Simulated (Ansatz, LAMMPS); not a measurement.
# Structural relaxation of a frame of liquid 62SiO2-19SrO-17Na2O-2Sc2O3 (mol %) from 2500 K (148 atoms), part 2 of 3

Aim: bring a frame of liquid 62SiO2-19SrO-17Na2O-2Sc2O3 (mol %) from 2500 K (148 atoms) to a nearby minimum of the energy and see what moves.

Ansatz 0.2.0; Kohn-Sham DFT, PBE, PAW (set soft_2), plane waves.

The cell: 32 Si, 10 Sr, 18 Na, 2 Sc and 86 O. The network of bonds at the start is that of the classical potential that made the cell. Sampling is at Γ alone, for a cell whose shortest periodic width is 13 Å.

So far. Step 3 (Single point at the start): The r.m.s. force component of 3.0 eV/Å and the pressure of 4.9 GPa set the starting point.

### 4. Relaxation

With the cell held, the atoms are moved downhill towards a nearby minimum.

Contents of input.yaml:

```yaml
crystal:
  lattice:
    - [12.8456, 0.0, 0.0]
    - [0.0, 12.8456, 0.0]
    - [0.0, 0.0, 12.8456]
  atoms:
    [... the 148 atom lines of step 3 ...]
kpoints:
  mp_grid: { grid: [1, 1, 1] }
hamiltonian:
  xc: pbe
scf:
  occupations: { method: fermi_dirac, width: 0.215 }
output:
  forces: true
relax:
  f_tol: 0.03
  max_steps: 141
```

The run is started by

```
$ ansatz run input.yaml --threads 4 --pin off --max-ram 8192MiB --backend cpu --events-out ev --progress --plain --runs-dir out
```

Numbers of over 12 decimals in the logs are rounded to 6 here.

The program printed:

```text
[...]
Crystal: 148 atoms, lattice volume = 2119.645 Å³
Basis set: ecut = 420 eV, 41395 PW (Γ), exchange–correlation on 180×180×180 points (8 copies of the dense FFT grid, shifted against one another)
Bands: 640, of which v1, the nominal top of the filled ones, is band 464 counted from 1 (463 counted from 0)
Symmetry: 1 space group operations
[...]
k-points: 1
[...]
SCF iter   1: F=—  HF=-135725.523495 eV  |F-HF|=—  |Δ(HF+E_count)|=         —  Δρ=3.25e-3  dr2=3.47e-1  ethr=1.77e-3  ⟨swp⟩=7.0  Hψ=3350  notcnv=0  defer=32
[...]
SCF iter   8: F=-135725.500116 eV  HF=-135725.500109 eV  |F-HF|=7.08e-6  |Δ(HF+E_count)|=   2.33e-5  Δρ=2.19e-5  dr2=1.23e-5  ethr=2.42e-9  ⟨swp⟩=4.0  Hψ=1874  notcnv=0
SCF 1 converged in 8 iterations: F = -135725.500116 eV  dr2 = 1.23e-5
[...]
relax step   1: F+E_penalty+E_count = -135725.50011639 eV  Δ(F+E_penalty+E_count) = +0.000e0 eV  max|allowed force component| = 1.285e1 eV/Å  Δτ_max = 0.0000 Å  (8 SCF iters, dr2 threshold 2.25e-5 eV, accepted)
[...]
relax step   2: F+E_penalty+E_count = -135749.89250375 eV  Δ(F+E_penalty+E_count) = -2.439e1 eV  max|allowed force component| = 7.414e0 eV/Å  Δτ_max = 0.1948 Å  (8 SCF iters, dr2 threshold 1.00e-4 eV, accepted)
[...]
relax step   3: F+E_penalty+E_count = -135769.10387324 eV  Δ(F+E_penalty+E_count) = -1.921e1 eV  max|allowed force component| = 2.766e0 eV/Å  Δτ_max = 0.1951 Å  (8 SCF iters, dr2 threshold 1.00e-4 eV, accepted)
relax step   4: F+E_penalty+E_count = -135774.90377612 eV  Δ(F+E_penalty+E_count) = -5.800e0 eV  max|allowed force component| = 1.746e0 eV/Å  Δτ_max = 0.1911 Å  (8 SCF iters, dr2 threshold 1.00e-4 eV, accepted)
relax step   5: F+E_penalty+E_count = -135778.01716160 eV  Δ(F+E_penalty+E_count) = -3.113e0 eV  max|allowed force component| = 1.034e0 eV/Å  Δτ_max = 0.1951 Å  (7 SCF iters, dr2 threshold 1.00e-4 eV, accepted)
relax step   6: F+E_penalty+E_count = -135780.06569655 eV  Δ(F+E_penalty+E_count) = -2.049e0 eV  max|allowed force component| = 6.530e-1 eV/Å  Δτ_max = 0.1951 Å  (7 SCF iters, dr2 threshold 1.00e-4 eV, accepted)
relax step   7: F+E_penalty+E_count = -135781.56799270 eV  Δ(F+E_penalty+E_count) = -1.502e0 eV  max|allowed force component| = 5.730e-1 eV/Å  Δτ_max = 0.1956 Å  (7 SCF iters, dr2 threshold 1.00e-4 eV, accepted)
relax step   8: F+E_penalty+E_count = -135782.61366118 eV  Δ(F+E_penalty+E_count) = -1.046e0 eV  max|allowed force component| = 4.236e-1 eV/Å  Δτ_max = 0.1951 Å  (7 SCF iters, dr2 threshold 1.00e-4 eV, accepted)
relax step   9: F+E_penalty+E_count = -135783.42787589 eV  Δ(F+E_penalty+E_count) = -8.142e-1 eV  max|allowed force component| = 3.722e-1 eV/Å  Δτ_max = 0.1905 Å  (7 SCF iters, dr2 threshold 9.81e-5 eV, accepted)
relax step  10: F+E_penalty+E_count = -135784.00185667 eV  Δ(F+E_penalty+E_count) = -5.740e-1 eV  max|allowed force component| = 3.186e-1 eV/Å  Δτ_max = 0.1928 Å  (7 SCF iters, dr2 threshold 7.57e-5 eV, accepted)
relax step  11: F+E_penalty+E_count = -135784.49256103 eV  Δ(F+E_penalty+E_count) = -4.907e-1 eV  max|allowed force component| = 2.703e-1 eV/Å  Δτ_max = 0.1913 Å  (7 SCF iters, dr2 threshold 7.44e-5 eV, accepted)
relax step  12: F+E_penalty+E_count = -135784.84948102 eV  Δ(F+E_penalty+E_count) = -3.569e-1 eV  max|allowed force component| = 2.678e-1 eV/Å  Δτ_max = 0.1953 Å  (7 SCF iters, dr2 threshold 5.26e-5 eV, accepted)
relax step  13: F+E_penalty+E_count = -135785.11035915 eV  Δ(F+E_penalty+E_count) = -2.609e-1 eV  max|allowed force component| = 1.777e-1 eV/Å  Δτ_max = 0.1957 Å  (7 SCF iters, dr2 threshold 5.16e-5 eV, accepted)
relax step  14: F+E_penalty+E_count = -135785.34184097 eV  Δ(F+E_penalty+E_count) = -2.315e-1 eV  max|allowed force component| = 1.862e-1 eV/Å  Δτ_max = 0.1954 Å  (7 SCF iters, dr2 threshold 1.39e-5 eV, accepted)
relax step  15: F+E_penalty+E_count = -135785.60603455 eV  Δ(F+E_penalty+E_count) = -2.642e-1 eV  max|allowed force component| = 2.303e-1 eV/Å  Δτ_max = 0.1952 Å  (7 SCF iters, dr2 threshold 1.53e-5 eV, accepted)
relax step  16: F+E_penalty+E_count = -135785.89025888 eV  Δ(F+E_penalty+E_count) = -2.842e-1 eV  max|allowed force component| = 2.752e-1 eV/Å  Δτ_max = 0.1950 Å  (7 SCF iters, dr2 threshold 5.31e-5 eV, accepted)
relax step  17: F+E_penalty+E_count = -135786.14956785 eV  Δ(F+E_penalty+E_count) = -2.593e-1 eV  max|allowed force component| = 3.231e-1 eV/Å  Δτ_max = 0.1946 Å  (7 SCF iters, dr2 threshold 7.58e-5 eV, accepted)
relax step  18: F+E_penalty+E_count = -135786.34402789 eV  Δ(F+E_penalty+E_count) = -1.945e-1 eV  max|allowed force component| = 4.436e-1 eV/Å  Δτ_max = 0.1946 Å  (6 SCF iters, dr2 threshold 1.00e-4 eV, accepted)
relax step  19: F+E_penalty+E_count = -135786.54426197 eV  Δ(F+E_penalty+E_count) = -2.002e-1 eV  max|allowed force component| = 2.527e-1 eV/Å  Δτ_max = 0.2000 Å  (7 SCF iters, dr2 threshold 1.00e-4 eV, accepted)
[...]
relax step  24: F+E_penalty+E_count = -135787.11636147 eV  Δ(F+E_penalty+E_count) = -1.455e-1 eV  max|allowed force component| = 1.870e-1 eV/Å  Δτ_max = 0.1964 Å  (8 SCF iters, dr2 threshold 7.05e-6 eV, accepted)
[...]
relax step  39: F+E_penalty+E_count = -135788.38686348 eV  Δ(F+E_penalty+E_count) = +6.019e-2 eV  max|allowed force component| = 4.070e-1 eV/Å  Δτ_max = 0.2000 Å  (7 SCF iters, dr2 threshold 1.55e-5 eV, rejected (line search))
relax step  40: F+E_penalty+E_count = -135788.48454821 eV  Δ(F+E_penalty+E_count) = -3.750e-2 eV  max|allowed force component| = 7.870e-2 eV/Å  Δτ_max = 0.0996 Å  (10 SCF iters, accepted)
relax step  41: F+E_penalty+E_count = -135788.49057981 eV  Δ(F+E_penalty+E_count) = -6.032e-3 eV  max|allowed force component| = 8.608e-2 eV/Å  Δτ_max = 0.0560 Å  (8 SCF iters, accepted)
relax step  42: F+E_penalty+E_count = -135788.49873768 eV  Δ(F+E_penalty+E_count) = -8.158e-3 eV  max|allowed force component| = 6.094e-2 eV/Å  Δτ_max = 0.0664 Å  (8 SCF iters, accepted)
[...]
relax step  72: F+E_penalty+E_count = -135790.38129342 eV  Δ(F+E_penalty+E_count) = -4.838e-2 eV  max|allowed force component| = 1.531e-1 eV/Å  Δτ_max = 0.1950 Å  (6 SCF iters, dr2 threshold 2.40e-5 eV, accepted)
relax step  73: F+E_penalty+E_count = -135790.42942167 eV  Δ(F+E_penalty+E_count) = -4.813e-2 eV  max|allowed force component| = 1.912e-1 eV/Å  Δτ_max = 0.1923 Å  (6 SCF iters, dr2 threshold 1.84e-5 eV, accepted)
relax step  74: F+E_penalty+E_count = -135790.48376927 eV  Δ(F+E_penalty+E_count) = -5.435e-2 eV  max|allowed force component| = 2.212e-1 eV/Å  Δτ_max = 0.2000 Å  (7 SCF iters, dr2 threshold 2.87e-5 eV, accepted)
relax step  75: F+E_penalty+E_count = -135790.52305592 eV  Δ(F+E_penalty+E_count) = -3.929e-2 eV  max|allowed force component| = 1.910e-1 eV/Å  Δτ_max = 0.1978 Å  (6 SCF iters, dr2 threshold 4.89e-5 eV, accepted)
relax step  76: F+E_penalty+E_count = -135790.52962280 eV  Δ(F+E_penalty+E_count) = -6.567e-3 eV  max|allowed force component| = 2.984e-1 eV/Å  Δτ_max = 0.1555 Å  (7 SCF iters, dr2 threshold 2.72e-5 eV, accepted)
relax step  77: F+E_penalty+E_count = -135790.55385936 eV  Δ(F+E_penalty+E_count) = -2.424e-2 eV  max|allowed force component| = 1.048e-1 eV/Å  Δτ_max = 0.0741 Å  (5 SCF iters, dr2 threshold 6.64e-5 eV, accepted)
relax step  78: F+E_penalty+E_count = -135790.40476952 eV  Δ(F+E_penalty+E_count) = +1.491e-1 eV  max|allowed force component| = 6.163e-1 eV/Å  Δτ_max = 0.2000 Å  (9 SCF iters, dr2 threshold 1.35e-6 eV, rejected (line search))
relax step  79: F+E_penalty+E_count = -135790.56647448 eV  Δ(F+E_penalty+E_count) = -1.262e-2 eV  max|allowed force component| = 9.491e-2 eV/Å  Δτ_max = 0.0462 Å  (11 SCF iters, accepted)
relax step  80: F+E_penalty+E_count = -135790.55251972 eV  Δ(F+E_penalty+E_count) = +1.395e-2 eV  max|allowed force component| = 4.244e-1 eV/Å  Δτ_max = 0.1000 Å  (8 SCF iters, dr2 threshold 1.11e-6 eV, rejected (line search))
relax step  81: F+E_penalty+E_count = -135790.57821942 eV  Δ(F+E_penalty+E_count) = -1.174e-2 eV  max|allowed force component| = 5.703e-2 eV/Å  Δτ_max = 0.0484 Å  (9 SCF iters, accepted)
relax step  82: F+E_penalty+E_count = -135790.58322014 eV  Δ(F+E_penalty+E_count) = -5.001e-3 eV  max|allowed force component| = 3.121e-2 eV/Å  Δτ_max = 0.0500 Å  (7 SCF iters, dr2 threshold 1.17e-6 eV, accepted)
relax step  83: F+E_penalty+E_count = -135790.58638889 eV  Δ(F+E_penalty+E_count) = -3.169e-3 eV  max|allowed force component| = 3.560e-2 eV/Å  Δτ_max = 0.0726 Å  (9 SCF iters, accepted)
relax step  84: F+E_penalty+E_count = -135790.58798544 eV  Δ(F+E_penalty+E_count) = -1.597e-3 eV  max|allowed force component| = 7.912e-2 eV/Å  Δτ_max = 0.1125 Å  (9 SCF iters, accepted)
relax step  85: F+E_penalty+E_count = -135790.59028596 eV  Δ(F+E_penalty+E_count) = -2.301e-3 eV  max|allowed force component| = 3.815e-2 eV/Å  Δτ_max = 0.0204 Å  (5 SCF iters, dr2 threshold 6.26e-6 eV, accepted)
relax step  86: F+E_penalty+E_count = -135790.59153952 eV  Δ(F+E_penalty+E_count) = -1.254e-3 eV  max|allowed force component| = 2.521e-2 eV/Å  Δτ_max = 0.0160 Å  (7 SCF iters, accepted)
relax step  87: F+E_penalty+E_count = -135790.59261750 eV  Δ(F+E_penalty+E_count) = -1.078e-3 eV  max|allowed force component| = 1.656e-2 eV/Å  Δτ_max = 0.0263 Å  (7 SCF iters, accepted)
[...]
relax step  88: F+E_penalty+E_count = -135790.59385997 eV  Δ(F+E_penalty+E_count) = -1.242e-3 eV  max|allowed force component| = 2.820e-2 eV/Å  Δτ_max = 0.0530 Å  (9 SCF iters, accepted)
SCF converged after 9 iterations
Free energy (F): -135790.593860 eV
[...]
Internal energy: -135790.587476 eV  (E = F + TS)
E sigma→0 (E₀):  -135790.590668 eV
Entropy (-TS):   -0.006384 eV (-0.043 meV/atom)
Fermi energy:    6.075389 eV
[...]
--- Forces (eV/Å), atoms counted from 1 ---
  atom   1  Si    -0.00164218     0.00536203    -0.00867873
  atom   2  Si    -0.00836785    -0.00502490    -0.01089324
  atom   3  Si    -0.00153244    -0.01039627     0.00505487
  atom   4  Si     0.00489861    -0.01178753     0.00302340
  atom   5  Si    -0.00319714     0.00911861    -0.00091866
  atom   6  Si    -0.00321734     0.00519350    -0.00139705
  atom   7  Si     0.00912029    -0.00024905    -0.00639118
  atom   8  Si    -0.01024690     0.00302391    -0.00577177
  atom   9  Si     0.00858952     0.00495164     0.00598558
  atom  10  Si     0.00313105    -0.00390126     0.00920901
  atom  11  Si     0.01611052    -0.01173377     0.00559820
  atom  12  Si     0.00297126     0.00515396     0.00117794
  atom  13  Si    -0.00297126     0.00287349    -0.00730195
  atom  14  Si    -0.00368400    -0.00268037    -0.00207727
[...]
atom 147  O      0.00215656     0.00367616    -0.00380999
  atom 148  O     -0.00358641    -0.00482881    -0.00669074
  max |Σ_I F_I| component: 6.20e-5 eV/Å
--- Relaxed structure (88 steps of the walk, 85 accepted, 0 SCFs on fresh bases) ---
  F+E_penalty+E_count = -135790.59385997 eV   max|allowed force component| = 2.820e-2 eV/Å
  atoms:
    - { symbol: Si, position: [0.224193, 0.894244, 0.671374] }
    - { symbol: Si, position: [0.795166, 0.677890, 0.763095] }
    - { symbol: Si, position: [0.382025, 0.275776, 0.908565] }
    - { symbol: Si, position: [0.182517, 0.205958, 0.801542] }
[...]
- { symbol: O, position: [0.574169, 0.403177, 0.700358] }
```

Run time: 39 min. Hardware: 4 threads of Arm Neoverse V2, shared host; peak memory 3.6 GiB; 2.5 h of CPU time.

The steps of the relaxation (22 of 88):

```
step  energy less that of the first step (eV)  largest force component (eV/Å)
   1                                   0.0000                         12.8476
   5                                 -52.5170                          1.0338
   9                                 -57.9278                          0.3722
  13                                 -59.6102                          0.1777
  18                                 -60.8439                          0.4436
  22                                 -61.3122                          0.2012
  26                                 -61.7994                          0.2498
  30                                 -62.1513                          0.3776
  34                                 -62.5765                          0.2610
  38                                 -62.9469                          0.2425
  42                                 -62.9986                          0.0609
  47                                 -63.1826                          0.1716
  51                                 -63.4284                          0.1534
  55                                 -63.7924                          0.3362
  59                                 -64.1158                          0.1870
  63                                 -64.3763                          0.2198
  67                                 -64.6672                          0.1411
  71                                 -64.8328                          0.1727
  76                                 -65.0295                          0.2984
  80                                 -65.0524                          0.4244
  84                                 -65.0879                          0.0791
  88                                 -65.0937                          0.0282
```

Relaxation steps 39, 78, 80 were tried and not accepted.

The atoms that moved most (Å):

| atom | dx | dy | dz | length |
| --- | --- | --- | --- | --- |
| Na50 | 0.221 | -1.834 | 3.508 | 3.965 |
| Na53 | 1.128 | 1.872 | -1.108 | 2.451 |
| Sr37 | 1.795 | 0.199 | -1.427 | 2.302 |
| Na54 | -0.018 | -1.753 | -1.199 | 2.124 |
| Na46 | 1.057 | -1.290 | 1.056 | 1.974 |
| O94 | 0.392 | -0.491 | 1.738 | 1.848 |
| O112 | -1.511 | -0.557 | -0.684 | 1.749 |
| O131 | -1.421 | 0.600 | 0.782 | 1.729 |

The relaxation changed the energy by -440 meV/atom, and atoms moved by 1 Å r.m.s., 4.0 Å at most.

### 5. Structure statistics after relaxation

Bonds before and after, by the cutoffs listed below:

```
pair  bonds before  bonds after  mean before (Å)  mean after (Å)  spread before (Å)  spread after (Å)
O-Si           128          130            1.660           1.655              0.139             0.047
O-Na            56           70            2.354           2.349              0.194             0.126
O-Sr            52           58            2.658           2.574              0.241             0.136
O-Sc             9            9            2.186           2.038              0.115             0.074
```

Density 2.86 g/cm³, 14.32 Å³ an atom.

Pair distribution functions g(r), in bins of 0.2 Å:

```csv
r (Å),total,O-O,O-Si,O-Na,O-Sr,O-Sc,Si-Si
1.50,0.31,0.00,1.24,0.00,0.00,0.00,0.00
1.70,3.28,0.00,13.09,0.00,0.00,0.00,0.00
1.90,0.11,0.00,0.27,0.00,0.00,2.65,0.00
2.10,0.18,0.00,0.00,0.36,0.00,8.02,0.00
2.30,0.77,0.04,0.00,4.96,0.69,0.00,0.00
2.50,0.96,1.17,0.00,1.40,4.73,0.00,0.00
2.70,1.90,4.67,0.00,0.45,2.88,0.00,0.21
2.90,0.57,0.67,0.15,0.72,0.25,0.00,1.33
3.10,0.87,0.83,0.25,0.84,0.11,1.52,3.94
3.30,0.90,0.75,0.47,0.50,0.54,0.46,2.02
3.50,1.02,0.99,0.85,1.02,0.40,0.38,0.00
3.70,1.08,0.69,1.39,1.22,1.06,0.72,0.00
3.90,0.90,0.69,1.27,0.82,0.78,0.96,0.22
4.10,1.08,0.67,1.89,1.11,0.51,0.87,0.59
4.30,1.17,0.83,1.82,1.10,1.43,1.33,1.08
4.50,1.00,1.04,0.91,1.10,1.16,2.41,0.81
4.70,0.99,1.02,0.92,1.28,1.02,1.34,1.05
4.90,1.11,1.38,0.80,1.04,1.31,0.60,1.85
5.10,1.01,1.31,0.71,1.14,1.33,0.37,1.08
5.30,0.97,1.23,0.78,0.91,1.08,0.51,1.00
5.50,0.85,0.83,0.90,0.69,0.84,1.12,1.15
5.70,1.00,1.01,0.95,0.89,0.60,0.75,1.31
5.90,0.98,0.98,0.98,0.95,1.12,0.56,0.80
6.10,1.01,0.85,1.09,0.91,1.13,1.18,0.98
6.30,1.00,0.91,1.10,0.88,1.09,1.73,0.91
```

Bonds by pair of elements; cutoffs follow the first minimum of g(r), held within bounds set by covalent radii, and pairs that aren't listed don't count as bonded:

| pair A-B | cutoff (Å) | bonds | mean length (Å) | spread (Å) | shortest (Å) | B about A | A about B |
| --- | --- | --- | --- | --- | --- | --- | --- |
| O-Si | 2.16 | 130 | 1.66 | 0.047 | 1.58 | 1.51 | 4.06 |
| O-Na | 2.73 | 70 | 2.35 | 0.126 | 2.13 | 0.814 | 3.89 |
| O-Sr | 3.08 | 58 | 2.57 | 0.136 | 2.36 | 0.674 | 5.8 |
| O-Sc | 2.76 | 9 | 2.04 | 0.074 | 1.91 | 0.105 | 4.5 |

How many atoms have how many bonded neighbours:

```csv
element,mean,2,3,4,5,6,7
Na,3.89,0,6,8,4,0,0
O,3.10,17,45,22,2,0,0
Sc,4.5,0,0,1,1,0,0
Si,4.06,0,0,30,2,0,0
Sr,5.8,0,0,0,3,6,1
```

Bond angles (no mean is given where the spread exceeds 20°):

| angle | count | mean (°) | spread (°) |
| --- | --- | --- | --- |
| O-Si-O | 200 | 109 | 9.5 |
| O-Sr-O | 141 | - | - |
| O-Na-O | 106 | - | - |
| Na-O-Si | 90 | 110 | 18.7 |
| Si-O-Sr | 70 | 114 | 18.9 |

Oxygen atoms by the number of network formers (Si, P, Ge, B, Al, As, Ga) bound to them:

```
network formers bound to O  O atoms  per cent
                         0        0         0
                         1       42      48.8
                         2       44      51.2
```

Network units: each former by its oxygen neighbours and how many of them bridge to another former:

| former | O neighbours | bridging O | atoms |
| --- | --- | --- | --- |
| Si | 4 | 1 | 4 |
| Si | 4 | 2 | 7 |
| Si | 4 | 3 | 16 |
| Si | 4 | 4 | 3 |
| Si | 5 | 5 | 2 |

Bond length by coordination (bonds to H left out):

```csv
element,coordination,atoms,mean bond length (Å)
Na,3,6,2.31
Na,4,8,2.38
Na,5,4,2.34
O,2,17,1.70
O,3,45,2.02
O,4,22,2.21
O,5,2,2.21
Sc,4,1,2.00
Sc,5,1,2.07
Si,4,30,1.65
Si,5,2,1.74
Sr,5,3,2.51
Sr,6,6,2.59
Sr,7,1,2.63
```

Rings of the network by King's shortest-path rule, up to 12 atoms, one path for each pair of neighbours; H, halogens, alkali and alkaline-earth atoms are left out, and the last column divides by all other atoms, bonded or not:

```csv
ring size (atoms),rings,per network atom
6,2,0.017
8,5,0.042
10,5,0.042
12,4,0.033
```

For some of the pairs, g(r) has its first main peak near 2.7 Å (O-O), 1.6 Å (O-Si), 2.3 Å (O-Na), 2.5 Å (O-Sr), 2.0 Å (O-Sc) and 3.1 Å (Si-Si). Counting bonds as in the table, 44 % of Na atoms have 4, 52 % of O atoms have 3, 50 % of Sc atoms have 4 and as many 5 and 94 % of Si atoms have 4 bonded neighbours. The O-Si-O angle averages 109° with a spread of 10°. Counting bonds to Si alone, not to Sc, 51 % of the oxygens join two of these atoms and 49 % one. The commonest Si unit has 4 oxygens, 3 of them shared with other formers (16 of 32 atoms). Rings of 8 and 10 atoms are the most common (31 % each of those counted); sizes run from 6 to 12, where the search stops.

[end of part 2 of 3]

[Logs are printed without paths, hosts, clocks, repeated set-up lines and the standing remarks that a program may print on its own settings, such as how far it seeks lower states.]

[Hosts, paths, dates, database ids (printed as entryN), source tags and the programs' standing remarks are cut or masked in the printed files.]
